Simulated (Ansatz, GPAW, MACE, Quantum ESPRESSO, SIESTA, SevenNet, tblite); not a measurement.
## Generalised stacking fault on (110) of a LiCl-LiBr solid solution (56 atoms) in other programs, against a plane-wave reference

How near do other programs and methods come to a plane-wave reference for generalised stacking fault on (110) of a LiCl-LiBr solid solution (56 atoms)? A plane-wave run serves as the reference.

Calculated with Quantum ESPRESSO 7.5; Kohn-Sham DFT, PBE, SSSP efficiency 1.3.0 pseudopotentials, plane waves.

**1. Starting point**

The cell holds 56 atoms: 28 Li, 10 Br and 18 Cl. Its edges and angles: a = 7.448 Å, b = 5.266 Å, c = 26.274 Å, α = 90.0°, β = 88.6°, γ = 90.0°. Rock-salt LiCl lattice (a = 5.2663 Å, the value set for the mixture), cell with z along [110], 2 x 1 x 7 periods; the third cell vector is tilted by 0.167 of 1/2[1-10] and lengthened by 0.2 Å, so the cell holds one fault; displaced by a Gaussian of 0.01 Å; 10 of 28 Cl sites given to Br at random (lattice constant by Vegard's rule between LiCl and LiBr). Then every atom was moved at random, 0.02 Å r.m.s. a Cartesian component. The structure's axis is c.

**2. Plane-wave reference**

File pw.in:

```
&control
  calculation = 'scf'
  pseudo_dir = './pseudo'
  outdir = './tmp'
  disk_io = 'none'
  tprnfor = .true.
  tstress = .true.
/
&system
  ibrav = 0
  nat = 56
  ntyp = 3
  ecutwfc = 45
  ecutrho = 360
  nosym = .true.
  occupations = 'smearing'
  smearing = 'fd'
  degauss = 0.003675
/
&electrons
  conv_thr = 2.8e-07
  electron_maxstep = 100
  mixing_beta = 0.2
  mixing_mode = 'local-TF'
  diagonalization = 'david'
/
ATOMIC_SPECIES
Li 6.940 Li.upf
Br 79.904 Br.upf
Cl 35.450 Cl.upf
CELL_PARAMETERS angstrom
7.44767 0.00000 0.00000
0.00000 5.26630 0.00000
0.62061 0.00000 26.26686
ATOMIC_POSITIONS crystal
Li 0.91992 0.00057 0.99360
Br 0.74558 0.00520 0.07115
Li 0.98986 0.99786 0.14159
Cl 0.73080 0.00315 0.21244
Li 0.97840 0.00277 0.28396
Cl 0.71849 0.99889 0.35482
Li 0.96676 0.99941 0.42700
Cl 0.70806 0.99698 0.49510
Li 0.95695 0.00520 0.56564
Cl 0.69781 0.00390 0.63750
Li 0.94580 0.99541 0.70883
Cl 0.68537 0.00332 0.78118
[... 40 atom lines left out ...]
Li 0.68206 0.50444 0.77909
Br 0.42581 0.49799 0.84974
Li 0.67513 0.50615 0.92186
Br 0.41751 0.49287 0.99300
K_POINTS gamma
```

Run with:

```bash
$ OMP_NUM_THREADS=1 mpirun -np 2 pw.x -in pw.in > output.txt
```

Log:

```text
Program PWSCF
     gamma-point specific algorithms are used
     Parallelization info
     sticks:   dense  smooth     PW     G-vecs:    dense   smooth      PW
     Min        2003    1003    248               400857   141757   17714
     Max        2006    1004    251               400880   141758   17715
     Sum        4009    2007    499               801737   283515   35429
     bravais-lattice index     =            0
     lattice parameter (alat)  =      14.0741  a.u.
     unit-cell volume          =    6952.3365 (a.u.)^3
     number of atoms/cell      =           56
     number of atomic types    =            3
     number of electrons       =       280.00
     number of Kohn-Sham states=          168
     kinetic-energy cutoff     =      45.0000  Ry
[... lines left out ...]
     scf convergence threshold =      2.8E-07
[... lines left out ...]
     number of k points=     1  Fermi-Dirac smearing, width (Ry)=  0.0037
[... lines left out ...]
     total energy              =   -1480.24476842 Ry
[... lines left out ...]
     total energy              =   -1480.00625091 Ry
[... lines left out ...]
     total energy              =   -1480.04525688 Ry
[... lines left out ...]
     c_bands:  3 eigenvalues not converged
[... lines left out ...]
     total energy              =   -1480.04322837 Ry
[... lines left out ...]
     total energy              =   -1480.04322817 Ry
[... lines left out ...]
   -42.1230 -42.1205 -42.1048 -42.1045 -42.0791 -42.0720 -42.0510 -42.0439
   -42.0403 -42.0278 -42.0276 -42.0261 -42.0011 -41.9890 -41.9667 -41.9569
[...]
9.2556   9.2960   9.3125   9.3343   9.3600   9.4166   9.4299   9.4759
     9.5058   9.5476   9.5494   9.5616   9.6231   9.6484   9.6887   9.7015
     the Fermi energy is     3.5873 ev
!    total energy              =   -1480.04322809 Ry
     estimated scf accuracy    <       0.00000020 Ry
     smearing contrib. (-TS)   =      -0.00000000 Ry
     internal energy E=F+TS    =   -1480.04322809 Ry
     The total energy is F=E-TS. E is the sum of the following terms:
     one-electron contribution =    -289.15711588 Ry
     hartree contribution      =     210.13393204 Ry
     xc contribution           =    -529.04510299 Ry
     ewald contribution        =    -871.97494125 Ry
     convergence has been achieved in  23 iterations
     negative rho (up, down):  2.610E-01 0.000E+00
     Forces acting on atoms (cartesian axes, Ry/au):
     atom    1 type  1   force =     0.00895702   -0.00015239   -0.02393934
     atom    2 type  2   force =    -0.00780954   -0.00407771    0.00837011
     atom    3 type  1   force =     0.00012154    0.00061646    0.00670258
[...]
atom   55 type  1   force =     0.00857636   -0.00082799   -0.00059781
     atom   56 type  2   force =     0.01097372    0.00531767   -0.01002194
     Total force =     0.066517     Total SCF correction =     0.001227
     Computing stress (Cartesian axis) and pressure
     negative rho (up, down):  2.610E-01 0.000E+00
          total   stress  (Ry/bohr**3)                   (kbar)     P=       -1.32
   0.00021317   0.00000096  -0.00001770           31.36        0.14       -2.60
   0.00000096  -0.00020352   0.00000039            0.14      -29.94        0.06
  -0.00001770   0.00000039  -0.00003665           -2.60        0.06       -5.39
     Message from routine punch:
     Nothing written, as per user request (disk_io='none')
```

Elapsed: 3.7 min, on 2 MPI ranks of Arm Neoverse V1, shared host; peak memory 1.9 GiB.

Banners, paths, timers and routine set-up lines are dropped from the logs unmarked, and long logs keep their key lines alone; longer cuts are marked.

Numbers from this run:

| Quantity | Value |
| --- | --- |
| r.m.s. force component | 0.132 eV/Å |
| longest force | 0.6691 eV/Å |
| pressure | -0.1323 GPa |
| gap (highest filled to lowest empty level) | 5.406 eV |

**3. The ladder**

The programs:
- GPAW 26.7.0: PAW with atomic orbitals (LCAO), plane waves or a real-space grid of spacing h.
- MACE: machine-learned potential, published weights.
- Quantum ESPRESSO 7.5: plane waves; labels (QE) give functional, pseudopotential set and cutoffs of waves/density.
- SIESTA 5.4.2: numerical atomic orbitals, whose automatically made sets are far from complete, with PseudoDojo norm-conserving potentials that we converted to its format (checked against plane waves on the same files for H, C, O, Si, Ge and Ca alone); labels give functional, basis size, energy shift and mesh cutoff.
- SevenNet: machine-learned potential, published weights.
- tblite 0.8.0: extended tight binding, driven from Python.

All use the same cell and atoms; the electronic-structure runs use the same k-mesh, and an electronic temperature of 580 K (0.05 eV) where levels are smeared.

Differences are against the plane-wave reference, forces as r.m.s. over components; share is that over the reference's r.m.s. force, slope the least-squares factor from reference forces to these. Total energies of different programs have different zeros and aren't compared.

```
                                                   run  Δ force, r.m.s. (meV/Å)  share (%)  slope  Δ pressure (GPa)  Δ gap (eV)  cores  CPU time  memory (GiB)
                                             reference                        -          -      -                 -           -      2   7.4 min           1.9
                           GPAW PBE, LCAO dzp, h 0.2 Å                     30.8       23.4  1.204                 -      -0.052      1      66 s           1.0
     GPAW PBE, LCAO dzp, h 0.2 Å, other mixer settings                     30.7       23.3  1.203                 -      -0.052      1      90 s          0.95
              GPAW PBE, LCAO sz(dzp), h 0.2 Å (coarse)                     39.2       29.7  1.244                 -      -0.774      1      26 s           0.8
                                GPAW PBE, grid h 0.2 Å                     14.1       10.7  1.040                 -     -0.0035      2   2.7 min           1.5
                           MACE MP-0b2 small potential                     38.5       29.2  1.028             0.760           -      1     8.2 s          0.67
                           MACE MPA-0 medium potential                     24.6       18.7  0.991             0.885           -      1      10 s          0.85
                QE PBE, dojo-0.4.1-standard, 80/320 Ry                    0.603      0.457  0.998             0.019     -1.0e-4      4   8.3 min           1.6
QE PBE, sssp-1.3.0-efficiency, 45/360 Ry, rmm-davidson                    0.292      0.221  1.001             0.004     -0.0011      4   7.7 min           2.3
  SIESTA PBE, DZP, shift 0.01 Ry, mesh 150 Ry (coarse)                     20.8       15.7  1.131            -0.157       0.180      1      54 s          0.42
           SIESTA PBE, DZP, shift 0.01 Ry, mesh 300 Ry                     20.6       15.6  1.131            -0.234       0.180      1   2.4 min          0.87
  SIESTA PBE, DZP, shift 0.04 Ry, mesh 300 Ry (coarse)                     52.8       40.0  1.164             -4.19       0.446      1      69 s          0.61
   SIESTA PBE, SZ, shift 0.01 Ry, mesh 300 Ry (coarse)                     27.8       21.1  1.125             -3.42      -0.347      1      35 s          0.45
  SIESTA PBE, SZP, shift 0.01 Ry, mesh 300 Ry (coarse)                     20.4       15.5  1.139            -0.417       0.417      1     2 min           0.8
                               SevenNet l3i5 potential                     28.6       21.7  1.017             0.811           -      1      12 s          0.95
                                       tblite GFN1-xTB                     57.9       43.9  1.079             -1.35           -      1     4.1 s          0.11
```

Rows marked coarse were listed beforehand as settings not expected to be converged; some can still land near the reference.

Times of the machine-learned potentials are mostly Python's start and the loading of weights.

CPU time is summed over cores on a shared host, where runs went side by side, so it is rough. Symmetry, cutoffs, thresholds, outputs and thread counts weren't matched or tuned between programs; memory under MPI is the largest rank's times the ranks.

Within one program, basis, potentials and functional, energies share a zero. Each run against its twin at the usual cutoff or grid and solver:

```
                                                   run                              twin  Δ energy (meV/atom)  Δ force, r.m.s. (meV/Å)        CPU time over the twin's
     GPAW PBE, LCAO dzp, h 0.2 Å, other mixer settings                 LCAO dzp, h 0.2 Å                    0                    0.685                             1.4
QE PBE, sssp-1.3.0-efficiency, 45/360 Ry, rmm-davidson  sssp-1.3.0-efficiency, 45/360 Ry                    0                    0.292  1.0 (this twin ran on 2 cores)
           SIESTA PBE, DZP, shift 0.01 Ry, mesh 150 Ry   DZP, shift 0.01 Ry, mesh 300 Ry                -4.61                     2.30                            0.37
```

**4. Results**

```
reference r.m.s. force component                       : 0.132 eV/Å
nearest in forces                                      : QE PBE, sssp-1.3.0-efficiency, 45/360 Ry, rmm-davidson, 0.22 %
farthest in forces                                     : tblite GFN1-xTB, 44 %
cheapest electronic-structure run beside the reference : tblite GFN1-xTB, 4.1 s of CPU time
```

What this shows: PBE on plane waves or a grid with other potentials, cutoffs or grids, coarse settings apart, differs from the reference by 0.46 % (QE PBE, dojo-0.4.1-standard, 80/320 Ry) to 11 % (GPAW PBE, grid h 0.2 Å) of the r.m.s. force; this holds the reference's own error, so differences of a few per cent don't tell which side is nearer the exact PBE result. With the reference's own potentials and cutoffs, another solver or threshold moves forces by 0.22 % (QE PBE, sssp-1.3.0-efficiency, 45/360 Ry, rmm-davidson). GPAW PBE, grid h 0.2 Å stands apart from the other plane-wave or grid runs, so its own grid or potentials are the likelier cause. The PBE runs in local orbitals, coarse settings apart, differ by 16 % (SIESTA PBE, DZP, shift 0.01 Ry, mesh 300 Ry) to 23 % (GPAW PBE, LCAO dzp, h 0.2 Å); basis, grid and potentials can all enter. Tight binding differs by 44 % (tblite GFN1-xTB); it is another model, with fitted parameters of its own, and the xTB methods hold dispersion. Machine-learned potentials differ by 19 % (MACE MPA-0 medium potential) to 29 % (MACE MP-0b2 small potential); they were trained on other programs' data. Runs with settings chosen to be coarse differ by 15 % (SIESTA PBE, SZP, shift 0.01 Ry, mesh 300 Ry) to 40 % (SIESTA PBE, DZP, shift 0.04 Ry, mesh 300 Ry), their programs' other errors included. Of the electronic-structure runs that take under half the reference's CPU time, GPAW PBE, grid h 0.2 Å comes nearest, at 11 % in 2.7 min against 7.4 min. GPAW PBE, LCAO sz(dzp), h 0.2 Å stiffens the forces by a factor of 1.24 while following their directions (correlation 0.991); the slopes of the 4 GPAW runs lie between 1.04 and 1.24. At the same functional, gaps differ from the reference's 5.41 eV by between -0.77 and +0.45 eV. These are spacings on the run's k-points, which needn't hold the band edges. In pressure, SIESTA PBE, DZP, shift 0.04 Ry, mesh 300 Ry misses by -4.2 GPa, at the same functional. In the reference: filled and empty levels are parted by 5.41 eV on the run's k-points; the mesh holds the band edges only if they fold onto it, so the gap at this level can be narrower or closed, while semilocal functionals tend to narrow gaps against experiment. Periodic xTB results under one method name differ between programs and library versions. The potentials hold different valence shells: 280 electrons in the reference, 224 in GPAW; this bears on time and differences. The reference's pressure holds the uncorrected Pulay stress of its 45 Ry basis, so small pressure differences, and their order, may be the reference's own error. Machine-learned potentials mimic data converged in k, so the reference's own k-point error enters their differences. The cell is under 6 Å thick along one periodic direction, so every atom has periodic images of itself close by, which move with it and show among its neighbours and in g(r). The reference's stress is far from hydrostatic: its diagonal is 3.1, -3.0, -0.5 GPa, compression counted positive. The host structure and its lattice constant were typed by rule, without a check against the phase diagram. The electronic-structure runs sample only Γ, in a cell whose shortest periodic width is 5 Å.

[Also dropped from logs without a mark: logging warnings of Python, and SIESTA's first energy breakdown and zero terms.]

[Logs are printed without paths, hosts, clocks, repeated set-up lines and the standing remarks that a program may print on its own settings, such as how far it seeks lower states.]

[Hosts, paths, dates, database ids (printed as entryN), source tags and the programs' standing remarks are cut or masked in the printed files.]
